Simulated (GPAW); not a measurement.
# Ballistic transport through benzene-1,4-diselenol between two Cu chains, cheap and dear

How well does benzene-1,4-diselenol between two Cu chains conduct at low bias, and how far do basis and functional move the answer?

Method: GPAW LCAO, PAW setups; Landauer transmission from Green's functions with principal layers (ASE), zero bias, in GPAW 26.7.0.

Report form: the programs' logs are mostly left out.

### 1. The starting structure

The cell holds 22 atoms: 10 Cu, 2 Se, 6 C and 4 H. Cell: a = 10.803 Å, b = 9.967 Å, c = 30.832 Å, α = 90.0°, β = 90.0°, γ = 90.0°. Regions: left lead, 5 atoms (5 Cu); channel, 12 atoms (2 Se, 6 C and 4 H); right lead, 5 atoms (5 Cu). Vacuum lies along a and b. The structure is stacked along c, and the current runs across the ab planes.

### 2. Double-zeta polarised basis

The script solves lead and junction separately, takes H and S in the orbital basis, and joins semi-infinite leads through their self-energies; the dzp basis is the working standard.

The input, run.py:

```python
import json
import numpy as np
from ase import Atoms
from ase.transport.calculators import TransportCalculator
from gpaw import GPAW, FermiDirac
from gpaw.lcao.tools import get_lcao_hamiltonian
from scipy.linalg import eigh

# The junction with lead layers at both ends, along the third cell vector
device = Atoms(
    ['Cu', 'Cu', 'Cu', 'Cu', 'Cu', 'Se', 'C', 'H', 'H', 'C', 'C', 'C', 'C', 'H', 'H', 'C', 'Se', 'Cu', 'Cu', 'Cu', 'Cu', 'Cu'],
    positions=[
        [5.40150, 4.98350, 1.15000],
        [5.40150, 4.98350, 3.45000],
        [5.40150, 4.98350, 5.75000],
        [5.40150, 4.98350, 8.05000],
        [5.40150, 4.98350, 10.35000],
        [5.40150, 3.25144, 12.09687],
        [5.40150, 3.25000, 14.01589],
        [3.25000, 3.25068, 14.17965],
        [7.55301, 3.25068, 14.17965],
        [4.18982, 3.25009, 14.71669],
        [6.61319, 3.25008, 14.71669],
        [4.18982, 3.25009, 16.11537],
        [6.61319, 3.25009, 16.11537],
        [3.25000, 3.25068, 16.65242],
        [7.55301, 3.25068, 16.65242],
        [5.40150, 3.25000, 16.81618],
        [5.40150, 3.25144, 18.73520],
        [5.40150, 4.98350, 20.48207],
        [5.40150, 4.98350, 22.78207],
        [5.40150, 4.98350, 25.08207],
        [5.40150, 4.98350, 27.38207],
        [5.40150, 4.98350, 29.68207]],
    cell=[[10.80301, 0.0, 0.0], [0.0, 9.967, 0.0], [0.0, 0.0, 30.83207]],
    pbc=True)

# One principal layer of the lead: the first 3 atoms of the device
lead = Atoms(
    ['Cu', 'Cu', 'Cu'],
    positions=[
        [5.40150, 4.98350, 1.15000],
        [5.40150, 4.98350, 3.45000],
        [5.40150, 4.98350, 5.75000]],
    cell=[[10.80301, 0.0, 0.0], [0.0, 9.967, 0.0], [0.0, 0.0, 6.9]],
    pbc=True)

settings = dict(mode='lcao', basis='dzp', xc='PBE', h=0.2,
                occupations=FermiDirac(0.1), maxiter=250,
                mixer=dict(beta=0.1, nmaxold=8, weight=100.0),
                convergence=dict(density=0.0001))
energies = np.arange(-2, 2 + 1e-9, 0.05)
eta = 0.0001
n1, n2 = 1, 1
# k and -k transmit alike, so half of the mesh across the current serves
mesh = [(i, j) for i in range(n1) for j in range(n2) if (i, j) <= (-i % n1, -j % n2)]
weights = np.array([1 if (i, j) == (-i % n1, -j % n2) else 2 for i, j in mesh]) / (n1 * n2)

# [... helper functions left out ...]
fermi_lead = ground_state(lead, (1, 1, 16), 'lead.txt')
fermi_device = ground_state(device, (1, 1, 3), 'device.txt')
# [... loop over the mesh left out, but for ...]
        # Shift the lead onto the potential of the device's first layer
        shift = ((H[:, 0, 0] - H0[:, 0, 0]) / S0[0, 0]).real.mean()
# [...]
kT = 8.617333e-5 * 300
bias = [0.1, 0.2, 0.5, 1.0, 1.5, 2.0]
# [... integrals and printing left out ...]
```

The run is started by

```
$ OMP_NUM_THREADS=1 OPENBLAS_NUM_THREADS=1 python run.py
```

The job ended after 74 s (1 thread of AMD EPYC 7B13 (Zen 3), shared host; peak memory 1.2 GiB).

This step gave:

```
conductance                                    : 0.4655 G₀
largest coupling past the next principal layer : 4.59e-5 eV
largest misfit of the first principal layer    : 0.02711 eV
shift that aligns the lead                     : -0.004746 eV
basis functions of the junction                : 274
basis functions of a principal layer           : 45
transmission at the Fermi level (one spin)     : 0.4552
```

One spin. The transmission, zone mean by energy, zero at the Fermi level:

energy (eV), transmission, zone mean and a bar:
```
   -2.000       0.13 ##
   -1.800       0.47 ########
   -1.700       0.94 #################
   -1.600       0.72 #############
   -1.400       0.54 ##########
   -1.200       0.53 #########
   -1.000       1.46 ###########################
   -0.800       0.91 #################
   -0.600       1.01 ##################
   -0.400       0.94 #################
   -0.200       1.63 ##############################
    0.000       0.46 ########
    0.200       0.22 ####
    0.400       0.12 ##
    0.600       0.07 #
    0.800       0.05 
    1.000       0.04 
    1.200       0.03 
    1.400       0.03 
    1.600       0.02 
    1.800       0.02 
    2.000       0.03
```

Not self-consistent under bias; the bias window is split evenly. Current through one cell, from the zero-bias transmission against bias:

```csv
bias (V),"current through one cell, from the zero-bias transmission (μA)"
0.100,3.65
0.200,7.67
0.500,25.3
1.000,48.3
1.500,68.6
2.000,88.7
```

Transmission of the three most open eigenchannels against energy, zero at the Fermi level:

```csv
energy (eV),channel 1,channel 2,channel 3
-2.000,0.127,0,0
-1.800,0.467,0,0
-1.600,0.711,0.00885,4.2e-4
-1.400,0.525,0.0135,6.3e-4
-1.200,0.495,0.0291,0.00410
-1.000,0.976,0.484,1.7e-5
-0.800,0.911,0.00282,9.3e-4
-0.600,0.991,0.0151,0.00121
-0.400,0.853,0.0850,4.0e-4
-0.200,0.952,0.673,6.3e-8
0.000,0.455,0,0
0.200,0.220,0,0
0.400,0.117,0,0
0.600,0.0709,0,0
0.800,0.0481,0,0
1.000,0.0361,0,0
1.200,0.0296,0,0
1.400,0.0260,0,0
1.600,0.0244,0,0
1.800,0.0243,0,0
2.000,0.0253,0,0
```

Couplings past the next layer reach 4.6e-5 eV, small enough to drop; the matrix elements of the cell's first layer differ from the bulk lead's by up to 0.027 eV. That layer keeps its own values in the calculation, and only beyond it is the lead taken as perfect. The Fermi levels of lead and junction count from different zeros of potential, one for each periodic cell; with both set to zero, the small remaining shift is what aligns them. By hand: G = 0.4655 × 77.48 μS = 36.1 μS, a resistance of 27.7 kΩ; at 0.1 V a linear junction would pass 3.61 μA, and the integral over the bias window gives 3.65 μA.

### 3. Single-zeta polarised basis

The second zeta is dropped, the polarisation orbitals stay.

Changes to run.py since step 2:

```diff
@@ -47,3 +47,3 @@
 
-settings = dict(mode='lcao', basis='dzp', xc='PBE', h=0.2,
+settings = dict(mode='lcao', basis='szp(dzp)', xc='PBE', h=0.2,
                 occupations=FermiDirac(0.1), maxiter=250,
```

Elapsed: 66 s, on 1 thread; peak memory 1.2 GiB.

Numbers from this step:

- conductance: 0.3484 G₀
- largest coupling past the next principal layer: 4.61e-5 eV
- largest misfit of the first principal layer: 0.02629 eV
- shift that aligns the lead: -0.006103 eV
- basis functions of the junction: 178
- basis functions of a principal layer: 27
- transmission at the Fermi level (one spin): 0.3348

One spin. Transmission, zone mean against energy, zero at the Fermi level:

```csv
energy (eV),"transmission, zone mean"
-2.00,0.123
-1.90,0.244
-1.80,0.598
-1.75,0.980
-1.70,0.831
-1.55,0.372
-1.45,0.326
-1.35,0.298
-1.25,0.316
-1.15,0.602
-1.05,1.04
-0.90,0.983
-0.80,0.995
-0.70,0.962
-0.60,0.826
-0.50,0.722
-0.40,0.688
-0.25,1.12
-0.15,1.47
-0.05,0.407
0.00,0.335
0.05,0.278
0.15,0.199
0.25,0.148
0.40,0.102
0.50,0.0828
0.60,0.0695
0.70,0.0598
0.80,0.0530
0.90,0.0480
1.05,0.0431
1.15,0.0411
1.25,0.0399
1.35,0.0395
1.45,0.0398
1.55,0.0407
1.70,0.0434
1.80,0.0463
1.90,0.0503
2.00,0.0557
```

Not self-consistent under bias; the bias window is split evenly. The current through one cell, from the zero-bias transmission by bias:

```csv
bias (V),"current through one cell, from the zero-bias transmission (μA)"
0.100,2.75
0.200,5.95
0.500,21.0
1.000,38.6
1.500,56.6
2.000,76.7
```

Table of transmission of the three most open eigenchannels by energy, zero at the Fermi level:

```csv
energy (eV),channel 1,channel 2,channel 3
-2.000,0.123,0,0
-1.800,0.598,0,0
-1.600,0.419,0.00680,1.5e-4
-1.400,0.302,0.00770,2.6e-4
-1.200,0.400,0.0231,0.00271
-1.000,0.980,0.00126,3.4e-10
-0.800,0.994,6.5e-4,5.3e-4
-0.600,0.818,0.00849,2.9e-4
-0.400,0.633,0.0549,1.2e-4
-0.200,0.901,0.505,4.4e-9
0.000,0.335,1.5e-12,0
0.200,0.170,0,0
0.400,0.102,0,0
0.600,0.0695,0,0
0.800,0.0530,0,0
1.000,0.0444,0,0
1.200,0.0404,0,0
1.400,0.0396,0,0
1.600,0.0414,0,0
1.800,0.0463,0,0
2.000,0.0557,0,0
```

The conductance, 0.348 G₀, lies 25 % below that of the dzp run.

### 4. GPAW, sz: basis = "sz(dzp)"

The minimal basis is the cheapest rung: no second zeta and no polarisation.

Changes to run.py since step 3:

```diff
@@ -47,3 +47,3 @@
 
-settings = dict(mode='lcao', basis='szp(dzp)', xc='PBE', h=0.2,
+settings = dict(mode='lcao', basis='sz(dzp)', xc='PBE', h=0.2,
                 occupations=FermiDirac(0.1), maxiter=250,
```

Run time: 52 s. Hardware: 1 thread; peak memory 1.2 GiB.

This step gave:

```
conductance                                    : 0.3033 G₀
largest coupling past the next principal layer : 4.64e-5 eV
largest misfit of the first principal layer    : 0.02869 eV
shift that aligns the lead                     : -0.02086 eV
basis functions of the junction                : 96
basis functions of a principal layer           : 18
transmission at the Fermi level (one spin)     : 0.2914
```

The conductance, 0.303 G₀, lies 35 % below that of the dzp run.

### 5. RPBE in the dzp basis: xc = "RPBE"

Back in the dzp basis, the functional changes from PBE to RPBE, to set the spread between functionals beside that between bases.

Changes to run.py since step 4:

```diff
@@ -47,3 +47,3 @@
 
-settings = dict(mode='lcao', basis='sz(dzp)', xc='PBE', h=0.2,
+settings = dict(mode='lcao', basis='dzp', xc='RPBE', h=0.2,
                 occupations=FermiDirac(0.1), maxiter=250,
```

The job ended after 72 s (1 thread; peak memory 1.2 GiB).

Numbers from this step:

```
conductance                                    : 0.4540 G₀
largest coupling past the next principal layer : 5.01e-5 eV
largest misfit of the first principal layer    : 0.02687 eV
shift that aligns the lead                     : -0.002140 eV
basis functions of the junction                : 274
basis functions of a principal layer           : 45
transmission at the Fermi level (one spin)     : 0.4442
```

One spin. Transmission, zone mean against energy, zero at the Fermi level:

```csv
energy (eV),"transmission, zone mean"
-2.00,0.126
-1.85,0.311
-1.70,0.939
-1.60,0.736
-1.45,0.574
-1.30,0.487
-1.15,0.624
-1.05,0.900
-1.00,1.05
-0.90,0.959
-0.75,0.927
-0.60,1.01
-0.50,0.956
-0.35,1.00
-0.20,1.63
-0.05,0.533
0.00,0.444
0.05,0.368
0.20,0.213
0.35,0.132
0.50,0.0872
0.60,0.0689
0.75,0.0511
0.90,0.0401
1.05,0.0332
1.15,0.0300
1.30,0.0268
1.45,0.0248
1.60,0.0238
1.70,0.0236
1.85,0.0238
2.00,0.0246
```

The conductance, 0.454 G₀, lies 2.5 % below that of the dzp run.

### 6. Cost and result by level

Times are for 1 thread of AMD EPYC 7B13 (Zen 3), shared host. The runs compared:

```csv
no.,run,conductance (G₀),time,memory (GiB)
1,dzp,0.4655,74 s,1.2
2,szp,0.3484,66 s,1.2
3,sz,0.3033,52 s,1.2
4,dzp RPBE,0.4540,72 s,1.2
```

### 7. The levels side by side

The curves are compared point by point over the common energies.

This step: comparison of transmission and cost over codes and levels (GPAW 26.7.0).

Ladder, by row:

```csv
step,code,T at the Fermi level (sum over the listed spins),conductance (G0),r.m.s. T(E) from the first,wall time (s),peak memory (GiB),threads
dzp,GPAW,0.4552,0.4655,0,74.33,1.24,1
szp,GPAW,0.3348,0.3484,0.1376,65.92,1.22,1
sz,GPAW,0.2914,0.3033,0.2103,51.77,1.16,1
dzp-RPBE,GPAW,0.4442,0.454,0.0487,72.12,1.23,1
```

Table of transmission, zone mean, sum over the listed spins by energy, zero at the Fermi level:

```csv
energy (eV),dzp,szp,sz,dzp-RPBE
-2.0000,0.127,0.123,0.143,0.126
-1.7500,0.785,0.980,0.703,0.773
-1.7000,0.942,0.831,0.376,0.939
-1.5000,0.597,0.344,0.218,0.605
-1.2500,0.466,0.316,0.485,0.455
-1.1000,0.772,0.794,1.04,0.751
-1.0500,0.910,1.04,0.974,0.900
-1.0000,1.46,0.981,0.985,1.05
-0.7500,0.939,0.995,0.898,0.927
-0.5000,0.943,0.722,0.643,0.956
-0.2500,1.44,1.12,1.05,1.43
-0.2000,1.63,1.41,1.38,1.63
-0.1500,1.42,1.47,1.36,1.27
0.0000,0.455,0.335,0.291,0.444
0.2500,0.186,0.148,0.155,0.180
0.5000,0.0898,0.0828,0.100,0.0872
0.7500,0.0527,0.0561,0.0745,0.0511
1.0000,0.0361,0.0444,0.0623,0.0351
1.2500,0.0284,0.0399,0.0580,0.0277
1.5000,0.0250,0.0401,0.0595,0.0244
1.7500,0.0242,0.0448,0.0671,0.0235
2.0000,0.0253,0.0557,0.0837,0.0246
```

### 8. Potential alignment off

Without the shift, lead and junction are matched by their Fermi levels alone.

This step: GPAW LCAO, PAW setups; Landauer transmission from Green's functions with principal layers (ASE), zero bias (GPAW 26.7.0).

Changes to run.py since step 5:

```diff
@@ -47,3 +47,3 @@
 
-settings = dict(mode='lcao', basis='dzp', xc='RPBE', h=0.2,
+settings = dict(mode='lcao', basis='dzp', xc='PBE', h=0.2,
                 occupations=FermiDirac(0.1), maxiter=250,
@@ -62,4 +62,4 @@
 # [... loop over the mesh left out, but for ...]
-        # Shift the lead onto the potential of the device's first layer
-        shift = ((H[:, 0, 0] - H0[:, 0, 0]) / S0[0, 0]).real.mean()
+        # Lead and device are aligned by their Fermi levels alone
+        shift = 0.0
 # [...]
```

Run time: 73 s. Hardware: 1 thread; peak memory 1.2 GiB.

This step gave:

| Quantity | Value |
| --- | --- |
| conductance | 0.4669 G₀ |
| largest coupling past the next principal layer | 4.59e-5 eV |
| largest misfit of the first principal layer | 0.02711 eV |
| shift that aligns the lead | 0 eV |
| transmission at the Fermi level (one spin) | 0.4569 |

One spin. The transmission, zone mean by energy, zero at the Fermi level:

energy (eV), transmission, zone mean and a bar:
```
   -2.000       0.13 ##
   -1.800       0.47 ########
   -1.700       0.93 #################
   -1.600       0.73 #############
   -1.400       0.54 ##########
   -1.200       0.53 #########
   -1.000       1.46 ###########################
   -0.800       0.91 #################
   -0.600       1.01 ##################
   -0.400       0.94 #################
   -0.200       1.63 ##############################
    0.000       0.46 ########
    0.200       0.22 ####
    0.400       0.12 ##
    0.600       0.07 #
    0.800       0.05 
    1.000       0.04 
    1.200       0.03 
    1.400       0.03 
    1.600       0.02 
    1.800       0.02 
    2.000       0.03
```

Not self-consistent under bias; the bias window is split evenly. The current through one cell, from the zero-bias transmission by bias:

```csv
bias (V),"current through one cell, from the zero-bias transmission (μA)"
0.100,3.66
0.200,7.68
0.500,25.2
1.000,48.2
1.500,68.5
2.000,88.5
```

Transmission of the three most open eigenchannels against energy, zero at the Fermi level:

```csv
energy (eV),channel 1,channel 2,channel 3
-2.00,0.127,0,0
-1.85,0.317,0,0
-1.70,0.928,0.00361,1.7e-4
-1.60,0.718,0.00913,4.2e-4
-1.45,0.551,0.0111,5.5e-4
-1.30,0.464,0.0191,9.0e-4
-1.15,0.599,0.0320,0.00721
-1.05,0.889,0.0198,0.00132
-0.90,0.957,0.00385,2.7e-5
-0.75,0.934,0.00237,0.00209
-0.60,0.991,0.0151,0.00121
-0.50,0.930,0.0120,6.9e-4
-0.35,0.811,0.185,3.1e-4
-0.20,0.955,0.678,6.1e-8
-0.05,0.546,1.4e-11,0
0.00,0.457,0,0
0.05,0.380,0,0
0.20,0.220,0,0
0.35,0.135,0,0
0.50,0.0893,0,0
0.60,0.0706,0,0
0.75,0.0525,0,0
0.90,0.0412,0,0
1.05,0.0341,0,0
1.15,0.0309,0,0
1.30,0.0276,0,0
1.45,0.0256,0,0
1.60,0.0245,0,0
1.70,0.0243,0,0
1.85,0.0245,0,0
2.00,0.0253,0,0
```

The conductance, 0.467 G₀, lies 0.3 % above that of the dzp run.

### 9. Density threshold 1e-06, potential alignment off: conv = 1e-06 and align = false

The Hamiltonian is taken from the last density. The density threshold is one of the tests that end the cycle; the energy must settle too, so a loose value may not be the test that decides. Without the shift, lead and junction are matched by their Fermi levels alone.

Changes to run.py since step 8:

```diff
@@ -50,3 +50,3 @@
                 mixer=dict(beta=0.1, nmaxold=8, weight=100.0),
-                convergence=dict(density=0.0001))
+                convergence=dict(density=1e-06))
 energies = np.arange(-2, 2 + 1e-9, 0.05)
```

Elapsed: 93 s, on 1 thread; peak memory 1.2 GiB.

Numbers from this step:

```
conductance                                 : 0.4675 G₀
largest misfit of the first principal layer : 0.02702 eV
transmission at the Fermi level (one spin)  : 0.4575
```

One spin. Transmission, zone mean against energy, zero at the Fermi level:

energy (eV), transmission, zone mean and a bar:
```
   -2.000       0.13 ##
   -1.800       0.47 ########
   -1.700       0.93 #################
   -1.600       0.73 #############
   -1.400       0.54 ##########
   -1.200       0.53 #########
   -1.000       1.45 ###########################
   -0.800       0.91 #################
   -0.600       1.01 ##################
   -0.400       0.94 #################
   -0.200       1.64 ##############################
    0.000       0.46 ########
    0.200       0.22 ####
    0.400       0.12 ##
    0.600       0.07 #
    0.800       0.05 
    1.000       0.04 
    1.200       0.03 
    1.400       0.03 
    1.600       0.02 
    1.800       0.02 
    2.000       0.03
```

Not self-consistent under bias; the bias window is split evenly. Table of current through one cell, from the zero-bias transmission by bias:

```csv
bias (V),"current through one cell, from the zero-bias transmission (μA)"
0.100,3.67
0.200,7.69
0.500,25.2
1.000,48.2
1.500,68.5
2.000,88.5
```

The transmission of the three most open eigenchannels by energy, zero at the Fermi level:

```csv
energy (eV),channel 1,channel 2,channel 3
-2.00,0.127,0,0
-1.85,0.316,0,0
-1.70,0.927,0.00366,1.7e-4
-1.60,0.717,0.00903,4.2e-4
-1.45,0.552,0.0111,5.5e-4
-1.30,0.464,0.0191,8.9e-4
-1.15,0.599,0.0320,0.00723
-1.05,0.888,0.0199,0.00131
-0.90,0.957,0.00386,2.7e-5
-0.75,0.934,0.00238,0.00208
-0.60,0.991,0.0151,0.00122
-0.50,0.930,0.0122,6.9e-4
-0.35,0.812,0.183,3.1e-4
-0.20,0.957,0.679,6.0e-8
-0.05,0.547,1.4e-11,0
0.00,0.457,0,0
0.05,0.380,0,0
0.20,0.220,0,0
0.35,0.135,0,0
0.50,0.0895,0,0
0.60,0.0707,0,0
0.75,0.0526,0,0
0.90,0.0412,0,0
1.05,0.0342,0,0
1.15,0.0309,0,0
1.30,0.0276,0,0
1.45,0.0256,0,0
1.60,0.0246,0,0
1.70,0.0243,0,0
1.85,0.0245,0,0
2.00,0.0253,0,0
```

The conductance, 0.468 G₀, lies 0.4 % above that of the dzp run.

### 10. Summary of results

```json
{
  "conductance": "0.466 G₀",
  "transmission at the Fermi level, mean of the spins": "0.455"
}
```

In words: In the dzp basis the junction conducts 0.466 G₀ at 300 K, with T = 0.455 a spin at the Fermi level; no smaller basis tried comes within 10 % of that conductance. At the Fermi level one eigenchannel carries the current (0.46). Measured against the first run (dzp), the nearest curve is that of dzp-RPBE (r.m.s. 0.049) and the farthest that of sz (0.21). Over the compared runs wall time goes from 52 s (sz) to 74 s (dzp), on a shared host. The geometry was built from estimated bond lengths and not relaxed, so the numbers describe this model structure. Semilocal functionals put molecular levels too near the Fermi level, so such conductances usually come out too high, and chain electrodes have a sharper density of states than real ones. An evenly spaced straight chain is an idealisation: free chains tend to dimerise, zigzag or, where a band edge lies near the Fermi level, turn magnetic. The currents use the zero-bias T(E) throughout, which holds only while the bias is small against the distance to the nearest feature. The thermopower isn't quoted: it samples T(E) farther from the Fermi level than the conductance does, and the energy grid wasn't tested for it.

[Logs are printed without paths, hosts, clocks, repeated set-up lines and the standing remarks that a program may print on its own settings, such as how far it seeks lower states.]

[Hosts, paths, dates, database ids (printed as entryN), source tags and the programs' standing remarks are cut or masked in the printed files.]
